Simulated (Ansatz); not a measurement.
# Structural relaxation of glassy Ca3Al2Si3O12 (160 atoms), part 2 of 3

How does glassy Ca3Al2Si3O12 (160 atoms) relax, and what do bonds, charges and levels look like afterwards?

Ansatz 0.2.0; Kohn-Sham DFT, PBE, PAW (set soft_2), plane waves.

The cell: 16 Al, 24 Ca, 96 O and 24 Si. The quench rate of 20 K/ps is many orders above laboratory rates. The starting topology of bonds comes from the classical model. Sampling is at Γ alone, for a cell whose shortest periodic width is 13 Å.

So far. Step 2 (Single point at the start): Neighbours are counted within 3.08 Å (O-Ca), 2.12 Å (O-Si), 2.23 Å (O-Al).

**3. Cell and atoms relaxed**

Cell and atoms are freed together, to release stress as well as forces.

Contents of input.yaml:

```yaml
crystal:
  lattice:
    - [12.8139, 0.0, 0.0]
    - [0.0, 12.8139, 0.0]
    - [0.0, 0.0, 12.8139]
  atoms:
    [... the 160 atom lines of step 2 ...]
kpoints:
  mp_grid: { grid: [1, 1, 1] }
hamiltonian:
  xc: pbe
scf:
  occupations: { method: fermi_dirac, width: 0.025 }
output:
  forces: true
relax:
  f_tol: 0.05
  max_steps: 200
  cell: {}
```

Started as:

```
$ ansatz run input.yaml --threads 4 --pin off --max-ram 8192MiB --backend cpu --events-out ev --progress --plain --runs-dir out
```

Numbers of over 12 decimals in the logs are rounded to 6 here.

Output:

```text
[...]
Crystal: 160 atoms, lattice volume = 2103.992 Å³
Basis set: ecut = 420 eV, 41155 PW (Γ), exchange–correlation on 180×180×180 points (8 copies of the dense FFT grid, shifted against one another)
Bands: 640, of which v1, the nominal top of the filled ones, is band 480 counted from 1 (479 counted from 0)
Symmetry: 1 space group operations
[...]
k-points: 1
[...]
SCF iter   1: F=—  HF=-122147.893527 eV  |F-HF|=—  |Δ(HF+E_count)|=         —  Δρ=2.16e-3  dr2=1.23e-1  ethr=1.77e-3  ⟨swp⟩=7.0  Hψ=2992  notcnv=0  defer=123
[...]
SCF iter  10: F=-122147.895913 eV  HF=-122147.895913 eV  |F-HF|=7.33e-9  |Δ(HF+E_count)|=   1.31e-7  Δρ=1.42e-6  dr2=4.02e-8  ethr=1.04e-11  ⟨swp⟩=4.0  Hψ=1881  notcnv=0
SCF 1 converged in 10 iterations: F = -122147.895913 eV  dr2 = 4.02e-8
[...]
relax step   1: F+E_penalty+E_count = -122147.89591302 eV  Δ(F+E_penalty+E_count) = +0.000e0 eV  max|allowed force component| = 5.389e0 eV/Å  Δτ_max = 0.0000 Å  P = +4.828 GPa  Ω = 2103.992 Å³  (10 SCF iters, dr2 threshold 1.00e-7 eV, accepted)
[... from here on, the SCF cycles and remarks between the steps are left out ...]
relax step   2: F+E_penalty+E_count = -122156.14730178 eV  Δ(F+E_penalty+E_count) = -8.251e0 eV  max|allowed force component| = 2.614e0 eV/Å  Δτ_max = 0.1995 Å  P = +3.268 GPa  Ω = 2086.833 Å³  energy of the carried Pulay correction = +5.696e-2 eV  (8 SCF iters, dr2 threshold 1.60e-5 eV, accepted)
relax step   3: F+E_penalty+E_count = -122159.76546505 eV  Δ(F+E_penalty+E_count) = -3.618e0 eV  max|allowed force component| = 9.295e-1 eV/Å  Δτ_max = 0.1976 Å  P = +0.327 GPa  Ω = 2105.847 Å³  energy of the carried Pulay correction = -6.131e-3 eV  (8 SCF iters, dr2 threshold 1.60e-5 eV, accepted)
relax step   4: F+E_penalty+E_count = -122160.94800016 eV  Δ(F+E_penalty+E_count) = -1.183e0 eV  max|allowed force component| = 4.504e-1 eV/Å  Δτ_max = 0.2000 Å  P = +0.198 GPa  Ω = 2109.141 Å³  energy of the carried Pulay correction = -1.700e-2 eV  (7 SCF iters, dr2 threshold 1.60e-5 eV, accepted)
relax step   5: F+E_penalty+E_count = -122161.29214506 eV  Δ(F+E_penalty+E_count) = -3.441e-1 eV  max|allowed force component| = 2.526e-1 eV/Å  Δτ_max = 0.2000 Å  P = -0.084 GPa  Ω = 2122.121 Å³  energy of the carried Pulay correction = -5.968e-2 eV  (8 SCF iters, dr2 threshold 1.27e-5 eV, accepted)
relax step   6: F+E_penalty+E_count = -122161.33673464 eV  Δ(F+E_penalty+E_count) = -4.459e-2 eV  max|allowed force component| = 2.450e-1 eV/Å  Δτ_max = 0.2000 Å  P = +0.164 GPa  Ω = 2115.212 Å³  energy of the carried Pulay correction = -3.700e-2 eV  (8 SCF iters, dr2 threshold 3.99e-6 eV, accepted)
relax step   7: F+E_penalty+E_count = -122161.40006460 eV  Δ(F+E_penalty+E_count) = -6.333e-2 eV  max|allowed force component| = 9.667e-2 eV/Å  Δτ_max = 0.1171 Å  P = -0.037 GPa  Ω = 2121.299 Å³  energy of the carried Pulay correction = -5.699e-2 eV  (7 SCF iters, dr2 threshold 3.75e-6 eV, accepted)
relax step   8: F+E_penalty+E_count = -122161.30931856 eV  Δ(F+E_penalty+E_count) = +9.075e-2 eV  max|allowed force component| = 3.361e-1 eV/Å  Δτ_max = 0.2000 Å  P = +0.094 GPa  Ω = 2116.180 Å³  energy of the carried Pulay correction = -4.018e-2 eV  (9 SCF iters, dr2 threshold 5.84e-7 eV, rejected (line search))
relax step   9: F+E_penalty+E_count = -122161.41004387 eV  Δ(F+E_penalty+E_count) = -9.979e-3 eV  max|allowed force component| = 1.428e-1 eV/Å  Δτ_max = 0.0377 Å  P = -0.002 GPa  Ω = 2120.603 Å³  energy of the carried Pulay correction = -5.471e-2 eV  (12 SCF iters, accepted)
relax step  10: F+E_penalty+E_count = -122161.42246258 eV  Δ(F+E_penalty+E_count) = -1.242e-2 eV  max|allowed force component| = 4.109e-2 eV/Å  Δτ_max = 0.0434 Å  P = +0.020 GPa  Ω = 2119.923 Å³  energy of the carried Pulay correction = -5.248e-2 eV  (7 SCF iters, dr2 threshold 1.27e-6 eV, accepted)
relax step  11: F+E_penalty+E_count = -122161.49426341 eV  Δ(F+E_penalty+E_count) = -7.180e-2 eV  max|allowed force component| = 4.119e-2 eV/Å  Δτ_max = 0.0000 Å  P = +0.081 GPa  Ω = 2119.923 Å³  stress off target by 1.82e-1 GPa  SCF on the basis re-selected at this cell (its energy is not comparable with the rows above)  (7 SCF iters)
relax step  12: F+E_penalty+E_count = -122161.41631671 eV  Δ(F+E_penalty+E_count) = +7.795e-2 eV  max|allowed force component| = 1.448e-1 eV/Å  Δτ_max = 0.1500 Å  P = +0.005 GPa  Ω = 2123.312 Å³  energy of the carried Pulay correction = -1.095e-2 eV  (9 SCF iters, dr2 threshold 8.26e-8 eV, rejected (line search))
relax step  13: F+E_penalty+E_count = -122161.48984911 eV  Δ(F+E_penalty+E_count) = +4.414e-3 eV  max|allowed force component| = 2.861e-2 eV/Å  Δτ_max = 0.0192 Å  P = -0.007 GPa  Ω = 2122.606 Å³  energy of the carried Pulay correction = -8.805e-3 eV  (12 SCF iters, accepted)
relax step  14: F+E_penalty+E_count = -122161.50056864 eV  Δ(F+E_penalty+E_count) = -1.072e-2 eV  max|allowed force component| = 2.869e-2 eV/Å  Δτ_max = 0.0000 Å  P = -0.004 GPa  Ω = 2122.606 Å³  stress off target by 1.40e-2 GPa  SCF on the basis re-selected at this cell (its energy is not comparable with the rows above)  (5 SCF iters)
[...]
SCF converged after 5 iterations
Free energy (F): -122161.500569 eV
[...]
Internal energy: -122161.500569 eV  (E = F + TS)
E sigma→0 (E₀):  -122161.500569 eV
Fermi energy:    6.883294 eV
[...]
--- Forces (eV/Å), atoms counted from 1 ---
  atom   1  Al     0.00625175     0.00143499     0.00559719
  atom   2  Al    -0.00099573    -0.00122408    -0.00045998
  atom   3  Al    -0.01700406     0.00369304    -0.00671829
  atom   4  Al     0.00074319     0.00100387     0.00455845
  atom   5  Al     0.00396173     0.00707092     0.00392576
  atom   6  Al    -0.01191757     0.00131039    -0.00323673
  atom   7  Al     0.00798116    -0.00097083    -0.00133720
  atom   8  Al     0.00451412     0.00388356     0.00772996
  atom   9  Al    -0.00333881     0.00385424     0.00555514
  atom  10  Al     0.00440689    -0.00214155    -0.01146581
  atom  11  Al     0.00184481     0.00073756     0.00163868
  atom  12  Al     0.00535861     0.00265144    -0.00637340
  atom  13  Al    -0.00342859    -0.00021355    -0.00704839
  atom  14  Al    -0.00779451     0.00297270    -0.00779109
[...]
atom 159  Si    -0.01240439    -0.00163855    -0.01058739
  atom 160  Si     0.00487737     0.00206371    -0.00879531
  max |Σ_I F_I| component: 6.80e-5 eV/Å
--- Stress (GPa, compression-positive) ---
        0.001130       0.012841      -0.000184
        0.012839       0.001177       0.001751
       -0.000181       0.001749      -0.013014
  P = ⅓ Tr σ = -0.0036 GPa (-0.036 kbar)
--- Relaxed structure (12 steps of the walk, 10 accepted, 2 SCFs on fresh bases) ---
  F+E_penalty+E_count = -122161.50056864 eV   max|allowed force component| = 2.869e-2 eV/Å   (the final SCF, on the basis selected at the relaxed cell)
  cell:  # Å, volume = 2122.6055 Å³
    - [12.932682, 0.120988, -0.015400]
    - [0.120988, 12.860230, -0.074873]
    - [-0.015400, -0.074873, 12.763964]
  atoms:
    - { symbol: Al, position: [0.414678, 0.00515456, 0.197916] }
    - { symbol: Al, position: [0.036595, 0.674478, 0.509372] }
    - { symbol: Al, position: [0.347207, 0.574795, 0.155180] }
    - { symbol: Al, position: [0.708489, 0.472686, 0.348098] }
[...]
- { symbol: Si, position: [0.880789, 0.076823, 0.846795] }
```

Elapsed: 7.6 min, on 4 threads of Intel Xeon Platinum 8488C (Sapphire Rapids), shared host; peak memory 3.5 GiB; 28 min of CPU time.

Step by step:

```
step  energy less that of the first step (eV)  largest force component (eV/Å)  pressure (GPa)  volume (Å³)
   1                                   0.0000                          5.3890            4.83      2103.99
   2                                  -8.2514                          2.6144            3.27      2086.83
   3                                 -11.8696                          0.9295            0.33      2105.85
   4                                 -13.0521                          0.4504            0.20      2109.14
   5                                 -13.3962                          0.2526           -0.08      2122.12
   6                                 -13.4408                          0.2450            0.16      2115.21
   7                                 -13.5042                          0.0967           -0.04      2121.30
   8                                 -13.4134                          0.3361            0.09      2116.18
   9                                 -13.5141                          0.1428            0.00      2120.60
  10                                 -13.5265                          0.0411            0.02      2119.92
 11*                                 -13.5984                          0.0412            0.08      2119.92
  12                                 -13.5204                          0.1448            0.00      2123.31
  13                                 -13.5939                          0.0286           -0.01      2122.61
 14*                                 -13.6047                          0.0287            0.00      2122.61
```

Relaxation steps marked * repeat the geometry before them on a plane-wave basis chosen anew for their cell, so energy and pressure can jump there. Relaxation steps 8, 12 were tried and not accepted.

```
     cell as run  before   after  change
           a (Å)  12.814  12.933  +0.9 %
           b (Å)  12.814  12.861  +0.4 %
           c (Å)  12.814  12.764  -0.4 %
           α (°)   90.00   90.67  +0.7 %
           β (°)   90.00   90.14  +0.2 %
           γ (°)   90.00   88.92  -1.2 %
volume (Å³/atom)   13.15   13.27  +0.9 %
```

The atoms that moved most (Å, as changes of fractional coordinates times the final cell):

```
atom      dx      dy      dz  length
 O71   0.332  -0.327  -0.124   0.482
Ca30  -0.073  -0.472   0.015   0.477
Ca28   0.307  -0.185   0.314   0.477
 O50  -0.220  -0.332  -0.245   0.468
O111   0.046   0.439   0.077   0.448
 O77  -0.379  -0.099  -0.192   0.436
 O87  -0.165   0.201  -0.314   0.408
 O68   0.260  -0.055  -0.308   0.407
```

The relaxation changed the energy by -85.0 meV/atom, and atoms moved by 0.23 Å r.m.s., 0.48 Å at most.

**4. Structure statistics after relaxation**

Bonds before and after, by the cutoffs listed below:

```
pair  bonds before  bonds after  mean before (Å)  mean after (Å)  spread before (Å)  spread after (Å)
O-Ca           150          144            2.512           2.456              0.184             0.187
O-Si            96           96            1.618           1.646              0.057             0.031
O-Al            67           67            1.790           1.810              0.104             0.069
```

Density 2.82 g/cm³, 13.27 Å³ an atom.

Pair distribution functions g(r), in bins of 0.2 Å:

```
r (Å)  total   O-O  O-Ca   O-Si  O-Al  Ca-Ca  Ca-Si
 1.50   0.11  0.00  0.00   0.59  0.00   0.00   0.00
 1.70   3.14  0.00  0.00  12.48  7.55   0.00   0.00
 1.90   0.40  0.00  0.00   0.00  3.37   0.00   0.00
 2.10   0.12  0.00  0.39   0.00  0.40   0.00   0.00
 2.30   0.68  0.00  3.79   0.00  0.00   0.00   0.00
 2.50   0.84  0.60  3.47   0.00  0.00   0.00   0.00
 2.70   1.50  3.73  0.81   0.00  0.00   0.00   0.00
 2.90   0.87  1.63  0.43   0.00  0.40   0.00   1.01
 3.10   1.10  1.38  0.38   0.19  0.47   0.89   2.13
 3.30   1.03  0.94  0.73   0.64  0.81   1.64   2.73
 3.50   1.07  1.09  0.57   1.17  1.17   1.67   2.99
 3.70   0.95  0.74  0.80   1.40  1.00   1.05   1.83
 3.90   0.97  0.63  0.86   1.40  1.35   1.54   1.27
 4.10   1.00  0.47  1.04   1.75  1.24   2.29   0.80
 4.30   1.12  0.73  1.11   1.81  1.79   0.47   0.48
 4.50   0.97  0.73  1.34   1.10  1.31   1.30   0.65
 4.70   1.06  1.10  1.32   0.96  1.07   0.53   0.79
 4.90   1.04  1.29  1.29   0.58  0.75   1.09   0.81
 5.10   1.03  1.36  1.15   0.60  0.68   0.45   0.68
 5.30   1.00  1.30  0.91   0.72  0.78   0.21   0.78
 5.50   0.92  1.06  0.86   0.73  0.81   0.69   0.97
 5.70   0.94  1.03  0.79   1.02  0.95   0.72   0.86
 5.90   0.95  0.93  0.81   1.03  0.98   0.76   1.34
 6.10   0.98  0.91  0.84   1.02  1.03   1.27   1.45
 6.30   0.97  0.90  0.93   1.05  0.90   1.32   1.26
```

Bonds by pair of elements; cutoffs follow the first minimum of g(r), held within bounds set by covalent radii, and pairs that aren't listed don't count as bonded:

```
pair A-B  cutoff (Å)  bonds  mean length (Å)  spread (Å)  shortest (Å)  B about A  A about B
    O-Ca        3.02    144             2.46       0.187          2.17        1.5          6
    O-Si        2.12     96             1.65       0.031          1.59          1          4
    O-Al        2.43     67             1.81       0.069          1.73      0.698       4.19
```

How many atoms have how many bonded neighbours:

```
element  mean   2   3   4   5  6  7  8
     Al  4.19   0   0  13   3  0  0  0
     Ca     6   0   0   0  10  7  4  3
      O  3.20  12  54  29   1  0  0  0
     Si     4   0   0  24   0  0  0  0
```

Bond angles (no mean is given where the spread exceeds 20°):

```
  angle  count  mean (°)  spread (°)
 O-Ca-O    373         -           -
 O-Si-O    144       109         5.9
Ca-O-Si    122       113        19.6
 O-Al-O    108       109        15.9
Al-O-Ca     85       108        19.6
```

Oxygen atoms by the number of network formers (Si, P, Ge, B, Al, As, Ga) bound to them:

```
network formers bound to O  O atoms  per cent
                         0        0         0
                         1       33      34.4
                         2       59      61.5
                         3        4       4.2
```

Network units: each former by its oxygen neighbours and how many of them bridge to another former:

```
former  O neighbours  bridging O  atoms
    Si             4           1      1
    Si             4           2      5
    Si             4           3     13
    Si             4           4      5
    Al             4           3      6
    Al             4           4      7
    Al             5           4      1
    Al             5           5      2
```

Bond length by coordination (bonds to H left out):

```
element  coordination  atoms  mean bond length (Å)
     Al             4     13                  1.79
     Al             5      3                  1.89
     Ca             5     10                  2.37
     Ca             6      7                  2.47
     Ca             7      4                  2.50
     Ca             8      3                  2.55
      O             2     12                  1.66
      O             3     54                  2.01
      O             4     29                  2.21
      O             5      1                  2.34
```

Rings of the network by King's shortest-path rule, up to 12 atoms, one path for each pair of neighbours; H, halogens, alkali and alkaline-earth atoms are left out, and the last column divides by all other atoms, bonded or not:

```
ring size (atoms)  rings  per network atom
                4      2             0.015
                6      3             0.022
                8     10             0.074
               10      5             0.037
               12     11             0.081
```

For some of the pairs, g(r) has its first main peak near 2.7 Å (O-O), 2.4 Å (O-Ca), 1.6 Å (O-Si) and 1.8 Å (O-Al). With the cutoffs above, 81 % of Al atoms have 4, 42 % of Ca atoms have 5, 56 % of O atoms have 3 and all Si atoms have 4 bonded neighbours. 62 % of the oxygens bridge two formers (Si and Al) and 34 % are non-bridging; 4 % join three. The commonest Si unit has 4 oxygens, 3 of them shared with other formers (13 of 24 atoms). Rings of 12 atoms are the most common (35 % of those counted); sizes run from 4 to 12, where the search stops.

[end of part 2 of 3]

[Logs are printed without paths, hosts, clocks, repeated set-up lines and the standing remarks that a program may print on its own settings, such as how far it seeks lower states.]

[Hosts, paths, dates, database ids (printed as entryN), source tags and the programs' standing remarks are cut or masked in the printed files.]
